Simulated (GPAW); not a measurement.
# Optical response of SrCl2

Wanted: where SrCl2 starts to absorb, how strongly, and its refractive index.

Calculated with GPAW 26.7.0; DFT, LDA, plane-wave PAW (GPAW data sets), scalar-relativistic, RPA, optical limit.

## 1. The starting structure

The structure is cubic, space group Fm-3m (No. 225). Conventional cell: a = 6.977 Å, b = 6.977 Å, c = 6.977 Å, α = 90.00°, β = 90.00°, γ = 90.00°. Sr has 8 Cl at 3.02 Å nearest. Nearest to Cl lie 4 Sr at 3.02 Å. Farther neighbours and most contacts between anions are not listed.

## 2. Ground state

The self-consistent density comes first; it also tells whether there is a gap, which decides the occupations and the need for a Drude term.

This step: DFT, LDA, plane-wave PAW (GPAW data sets), scalar-relativistic, ground state (GPAW 26.7.0).

gs.py

```python
from ase import Atoms
from ase.dft.bandgap import bandgap
from gpaw import GPAW, PW, FermiDirac

atoms = Atoms(['Sr', 'Cl', 'Cl'],
              cell=[[0.000000000000, 3.488350000000, 3.488350000000],
                    [3.488350000000, 0.000000000000, 3.488350000000],
                    [3.488350000000, 3.488350000000, 0.000000000000]],
              scaled_positions=[[0.000000000000, 0.000000000000, 0.000000000000],
                                [0.750000000000, 0.750000000000, 0.750000000000],
                                [0.250000000000, 0.250000000000, 0.250000000000]],
              pbc=[True, True, True])
atoms.calc = GPAW(mode=PW(500), xc='LDA', kpts={'size': (6, 6, 6), 'gamma': True},
                  occupations=FermiDirac(0.05), maxiter=150, txt='gs.txt')
print('energy (eV)', atoms.get_potential_energy())
print('Fermi level (eV)', atoms.calc.get_fermi_level())
print('valence electrons', atoms.calc.get_number_of_electrons())
print('gap (eV)', bandgap(atoms.calc, output=None)[0])
print('direct gap (eV)', bandgap(atoms.calc, direct=True, output=None)[0])
atoms.calc.write('gs.gpw')
```

Started as:

```
> OMP_NUM_THREADS=1 python gs.py
```

Numbers of over 12 decimals in the logs are rounded to 6 here.

Log:

```text
__  _  _
 | _ |_)|_||  |
 |__||  | ||/\| - 26.7.0

Versions:
  Python: 3.12.14
  ASE:    3.29.0
  Numpy:  2.5.5
  Scipy:  1.18.1
  Libxc:  7.0.0

Input parameters:
  mode=PW(ecut=500.0),
  kpts=MonkhorstPack(size=(6, 6, 6), gamma=True),
  maxiter=150,
  occupations=Occupations(name='fermi-dirac', width=0.05, fixmagmom=False),
  xc=XC(name='LDA')

Diagonalizing LCAO Hamiltonian
Converting LCAO to pw mode

                        Cl

             Cl

       Sr

Atoms  # Å, Bohr magnetons
|   | symbol |        x |        y |        z |    initial magnetic moments |
| 0 |     Sr | 0.000000 | 0.000000 | 0.000000 | ( 0.0000,  0.0000,  0.0000) |
| 1 |     Cl | 5.232525 | 5.232525 | 5.232525 | ( 0.0000,  0.0000,  0.0000) |
| 2 |     Cl | 1.744175 | 1.744175 | 1.744175 | ( 0.0000,  0.0000,  0.0000) |

Unit cell  # Å
| periodic |        x |        y |        z |  lengths |    angles |
|      yes | 0.000000 | 3.488350 | 3.488350 | 4.933272 | 60.000000 |
|      yes | 3.488350 | 0.000000 | 3.488350 | 4.933272 | 60.000000 |
|      yes | 3.488350 | 3.488350 | 0.000000 | 4.933272 | 60.000000 |

Number of symmetries: 48
Symmetry operations  # r_c * U_cc + t_c -> r_c
|    | kind |            matrix            |
|  0 |  σ   |  1, 0, 0,  1, 0,-1,  1,-1, 0 |
|  1 |  C2  |  1, 0, 0,  1,-1, 0,  1, 0,-1 |
|  2 |  E   |  1, 0, 0,  0, 1, 0,  0, 0, 1 |
|  3 |  σ   |  1, 0, 0,  0, 0, 1,  0, 1, 0 |
|  4 |  C4  |  1, 0,-1,  1, 0, 0,  1,-1, 0 |
|  5 |  S6  |  1, 0,-1,  1,-1, 0,  1, 0, 0 |
|  6 |  σ   |  1, 0,-1,  0, 1,-1,  0, 0,-1 |
|  7 |  C3  |  1, 0,-1,  0, 0,-1,  0, 1,-1 |
|  8 |  S6  |  1,-1, 0,  1, 0, 0,  1, 0,-1 |
|  9 |  C4  |  1,-1, 0,  1, 0,-1,  1, 0, 0 |
| 10 |  C3  |  1,-1, 0,  0,-1, 1,  0,-1, 0 |
| 11 |  σ   |  1,-1, 0,  0,-1, 0,  0,-1, 1 |
| 12 |  σ   |  0, 1, 0,  1, 0, 0,  0, 0, 1 |
| 13 |  C4  |  0, 1, 0,  0, 1,-1, -1, 1, 0 |
| 14 |  C3  |  0, 1, 0,  0, 0, 1,  1, 0, 0 |
| 15 |  S6  |  0, 1, 0, -1, 1, 0,  0, 1,-1 |
| 16 |  C2  |  0, 1,-1,  1, 0,-1,  0, 0,-1 |
| 17 |  σ   |  0, 1,-1,  0, 1, 0, -1, 1, 0 |
| 18 |  S4  |  0, 1,-1,  0, 0,-1,  1, 0,-1 |
| 19 |  C4  |  0, 1,-1, -1, 1, 0,  0, 1, 0 |
| 20 |  C3  |  0, 0, 1,  1, 0, 0,  0, 1, 0 |
| 21 |  σ   |  0, 0, 1,  0, 1, 0,  1, 0, 0 |
| 22 |  S6  |  0, 0, 1,  0,-1, 1, -1, 0, 1 |
| 23 |  C4  |  0, 0, 1, -1, 0, 1,  0,-1, 1 |
| 24 |  S4  |  0, 0,-1,  1, 0,-1,  0, 1,-1 |
| 25 |  C3  |  0, 0,-1,  0, 1,-1,  1, 0,-1 |
| 26 |  C2  |  0, 0,-1,  0,-1, 0, -1, 0, 0 |
| 27 |  S6  |  0, 0,-1, -1, 0, 0,  0,-1, 0 |
| 28 |  S4  |  0,-1, 1,  1,-1, 0,  0,-1, 0 |
| 29 |  C4  |  0,-1, 1,  0, 0, 1, -1, 0, 1 |
| 30 |  C2  |  0,-1, 1,  0,-1, 0,  1,-1, 0 |
| 31 |  σ   |  0,-1, 1, -1, 0, 1,  0, 0, 1 |
| 32 |  C3  |  0,-1, 0,  1,-1, 0,  0,-1, 1 |
| 33 |  S6  |  0,-1, 0,  0, 0,-1, -1, 0, 0 |
| 34 |  S4  |  0,-1, 0,  0,-1, 1,  1,-1, 0 |
| 35 |  C2  |  0,-1, 0, -1, 0, 0,  0, 0,-1 |
| 36 |  C2  | -1, 1, 0,  0, 1, 0,  0, 1,-1 |
| 37 |  S6  | -1, 1, 0,  0, 1,-1,  0, 1, 0 |
| 38 |  S4  | -1, 1, 0, -1, 0, 1, -1, 0, 0 |
| 39 |  C3  | -1, 1, 0, -1, 0, 0, -1, 0, 1 |
| 40 |  S6  | -1, 0, 1,  0, 0, 1,  0,-1, 1 |
| 41 |  C2  | -1, 0, 1,  0,-1, 1,  0, 0, 1 |
| 42 |  C3  | -1, 0, 1, -1, 1, 0, -1, 0, 0 |
| 43 |  S4  | -1, 0, 1, -1, 0, 0, -1, 1, 0 |
| 44 |  C2  | -1, 0, 0,  0, 0,-1,  0,-1, 0 |
| 45 |  i   | -1, 0, 0,  0,-1, 0,  0, 0,-1 |
| 46 |  σ   | -1, 0, 0, -1, 1, 0, -1, 0, 1 |
| 47 |  C2  | -1, 0, 0, -1, 0, 1, -1, 1, 0 |

BZ-sampling:
  Number of BZ points: 216
  Number of IBZ points: 16

  Monkhorst-Pack size: [6, 6, 6]
  Monkhorst-Pack shift: [0.083333, 0.083333, 0.083333]

K-points  # in reciprocal-cell coordinates
|     |                                coordinates |     weight |
|   0 | (  0.00000000,   0.00000000,   0.00000000) | 0.00462963 |
|   1 | (  0.16666667,   0.16666667,   0.00000000) | 0.02777778 |
|   2 | (  0.16666667,   0.16666667,   0.16666667) | 0.03703704 |
|   3 | (  0.33333333,   0.16666667,   0.16666667) | 0.05555556 |
|   4 | (  0.33333333,   0.33333333,  -0.33333333) | 0.05555556 |
|   5 | (  0.33333333,   0.33333333,   0.00000000) | 0.02777778 |
|   6 | (  0.33333333,   0.33333333,   0.16666667) | 0.11111111 |
|   7 | (  0.33333333,   0.33333333,   0.33333333) | 0.03703704 |
|   8 | (  0.50000000,   0.33333333,  -0.33333333) | 0.11111111 |
|   9 | (  0.50000000,   0.33333333,  -0.16666667) | 0.05555556 |
| ... |                                            |            |
|  15 | (  0.50000000,   0.50000000,   0.50000000) | 0.01851852 |

Plane wave coefficients: 2176
Cutoff: 500.0 eV

Spin-components: 1 (collinear spins)
Bands:           13
Projectors:      15
Spin-degeneracy: 2
Datatype:        complex128

Parallelization:
  kpt:    1
  domain: 1
  band:   1

Density:
  Valence electrons: 24.0
  Components: 1
  Grid points: [27 27 27]
  Charge: 0.0  # |e|

Potential:
  Grid points: [27 27 27]

species:
  Sr:
    name:    Strontium
    id:
    Z:       38.0
    valence: 10
    core:    28
    charge:  0.0  # [|e|]
    compensation charges:
      type: gauss
      rc: 0.40  # [Å]
      lmax: 2
    cutoffs:
      filter: 2.39  # [Å]
      core: 1.85  # [Å]
    projectors
    | kind |    occ | energy [eV] | rcut [Å] |
    |   4s |  2.000 |     -40.901 |    1.291 |
    |   5s |  2.000 |      -3.641 |    1.291 |
    |   4p |  6.000 |     -22.864 |    1.291 |
    |    p |        |       4.348 |    1.291 |
    |    d |        |       0.000 |    1.254 |

    Using partial waves for Sr as LCAO basis

  Cl:
    name:    Chlorine
    id:
    Z:       17.0
    valence: 7
    core:    10
    charge:  0.0  # [|e|]
    compensation charges:
      type: gauss
      rc: 0.25  # [Å]
      lmax: 2
    cutoffs:
      filter: 1.40  # [Å]
      core: 1.49  # [Å]
    projectors
    | kind |    occ | energy [eV] | rcut [Å] |
    |   3s |  2.000 |     -20.688 |    0.794 |
    |   3p |  5.000 |      -8.701 |    0.794 |
    |    s |        |       6.523 |    0.794 |
    |    p |        |      18.511 |    0.794 |
    |    d |        |       0.000 |    0.794 |

    Using partial waves for Cl as LCAO basis

Reference energy: -111434.994330  # eV

eigensolver:
  PPCG
  Converge bands: occupied
  niter=2

density mixing:
  MSR1-Mixer
  Pratt-step length: 0.05
  Maximum mixing coefficient: 0.75
  Old densities: 10
  SVD Regularization: 0.005
  Good broyden scale: 1.0
  Trust region scale: 1.0
  Backstep threshold: 4.0
  History deletion threshold: 6.0
  Fourier metric: weight=20.0, sigma=0.015

occupation numbers:
  Fermi-Dirac:
    width: 0.0500  # eV

poisson solver:
  ecut: 4000.0  # eV

xc functional:
  name: None

convergence criteria:
- Maximum [total energy] change in last 3 cyles: 0.0005 eV / valence electron
- Maximum integral of absolute [dens]ity change: 0.0001 electrons / valence electron
- Maximum integral of absolute [eigenst]ate change: 4e-08 eV^2 / valence electron
maximum number of iterations: 150

SCF iterations
|iter     |      energy | eigst |  dens |
|iter:   1||  -14.228682 | -0.27 |       |
|iter:   2||  -14.205192 | -2.07 | -1.28 |
|iter:   3||  -14.057466 | -1.51 | -1.31 |
|iter:   4||  -14.052757 | -2.79 | -1.80 |
|iter:   5||  -14.053785c| -4.31 | -2.23 |
|iter:   6||  -14.053816c| -5.30 | -2.99 |
|iter:   7||  -14.053818c| -6.42 | -3.45 |
|iter:   8||  -14.053818c| -7.77c| -4.61c|

Converged in 8 steps
SCF loop duration: 6.560 s (0.820 s/step)
Energy contributions relative to reference atoms: (reference = -111434.994330)

Energy contributions:
  Kinetic:           8.186796
  Coulomb:          -8.036205
  Zero:             -0.182881
  External:          0.000000
  Xc:              -14.021528
  Entropy:           0.000000
  Spinorbit:         0.000000
  ----------------------------
  Free energy:     -14.053818
  Extrapolated:    -14.053818

dipole moment: (-27.322163, -27.322163, -27.322163)  # |e|*Ang

Fermi level: 3.542
Eigenvalues  # (at kpt = [0.000, 0.000, 0.000])
| band index |      eig [eV] | occ [0-2] |
|          0 |       -31.276 |     2.000 |
|        ... |               |           |
|          4 |       -11.811 |     2.000 |
|          5 |       -10.932 |     2.000 |
|          6 |        -0.734 |     2.000 |
|          7 |        -0.734 |     2.000 |
|          8 |        -0.734 |     2.000 |
|          9 |         1.092 |     2.000 |
|         10 |         1.092 |     2.000 |
|         11 |         1.092 |     2.000 |
|         12 |         6.320 |     0.000 |

Gap: 4.883 eV
Transition (v -> c):
  (s=0, k=12, n=11, [0.50, 0.50, 0.00]) -> (s=0, k=0, n=12, [0.00, 0.00, 0.00])
Direct/indirect transitions are different
Direct gap: 5.167 eV
Transition at: (s=0, k=12, n=11, [0.50, 0.50, 0.00])

--- standard output ---
energy (eV) -14.053818
Fermi level (eV) 3.542436
valence electrons 24.0
gap (eV) 4.882766
direct gap (eV) 5.167210
```

It took 8.1 s on 1 thread of Arm Neoverse V2, shared host; peak memory 0.14 GiB.

Numbers from this step:

- energy: -14.05 eV
- Fermi energy: 3.542 eV
- gap on the k-mesh: 4.883 eV
- direct gap on the mesh: 5.167 eV
- electrons: 24

There is a gap, 4.88 eV on this mesh (points off the mesh can give less), so no carriers' term is needed.

## 3. Bands for the response

The response needs many more empty bands than the density does.

This step: DFT, LDA, plane-wave PAW (GPAW data sets), scalar-relativistic, bands at fixed density (GPAW 26.7.0).

nscf.py

```python
from ase.dft.bandgap import bandgap
from gpaw import GPAW, FermiDirac

calc = GPAW('gs.gpw').fixed_density(kpts={'size': (16, 16, 16), 'gamma': True}, nbands=59, convergence={'bands': 53},
                                    occupations=FermiDirac(0.001), txt='nscf.txt')
print('gap (eV)', bandgap(calc, output=None)[0])
print('direct gap (eV)', bandgap(calc, direct=True, output=None)[0])
print('top band over the Fermi level (eV)', min(calc.get_eigenvalues(kpt=k)[52] for k in range(len(calc.get_ibz_k_points()))) - calc.get_fermi_level())
calc.write('full.gpw', mode='all')
```

Started as:

```
> OMP_NUM_THREADS=1 python nscf.py
```

Log:

```text
Diagonalizing LCAO Hamiltonian
Converting LCAO to pw mode
convergence criteria:
- Maximum integral of absolute [eigenst]ate change: 4e-08 eV^2 / valence electron
maximum number of iterations: 150

SCF iterations
|iter     |      energy | eigst |  dens |
|iter:   1||             | +3.76 |       |
|iter:   2||             | +2.47 |       |
|iter:   3||             | +1.42 |       |
|iter:   4||             | +0.09 |       |
|iter:   5||             | -1.01 |       |
|iter:   6||             | -2.11 |       |
|iter:   7||             | -2.95 |       |
|iter:   8||             | -3.95 |       |
|iter:   9||             | -4.74 |       |
|iter:  10||             | -5.70 |       |
|iter:  11||             | -6.45 |       |
|iter:  12||             | -7.09 |       |
|iter:  13||             | -7.64c|       |
SCF steps: 13
  __  _  _
 | _ |_)|_||  |
 |__||  | ||/\| - 26.7.0

Versions:
  Python: 3.12.14
  ASE:    3.29.0
  Numpy:  2.5.5
  Scipy:  1.18.1
  Libxc:  7.0.0

Input parameters:
  mode=PW(ecut=500.0),
  convergence={'bands': 53},
  gpts=array([27, 27, 27]),
  kpts=MonkhorstPack(size=(16, 16, 16), gamma=True),
  maxiter=150,
  nbands=59,
  occupations=Occupations(name='fermi-dirac', width=0.001, fixmagmom=False),
  parallel={},
  xc=XC(name='LDA')

--- standard output ---
gap (eV) 4.882766
direct gap (eV) 5.167210
top band over the Fermi level (eV) 28.529436
```

Elapsed: 6.9 min, on 1 thread; peak memory 0.52 GiB.

(Part 1 of 2 ends here.)

[Machine, clock and banner lines and Python warnings are left out of the logs.]

[Logs are printed without paths, hosts, clocks, repeated set-up lines and the standing remarks that a program may print on its own settings, such as how far it seeks lower states.]

[Hosts, paths, dates, database ids (printed as entryN), source tags and the programs' standing remarks are cut or masked in the printed files.]
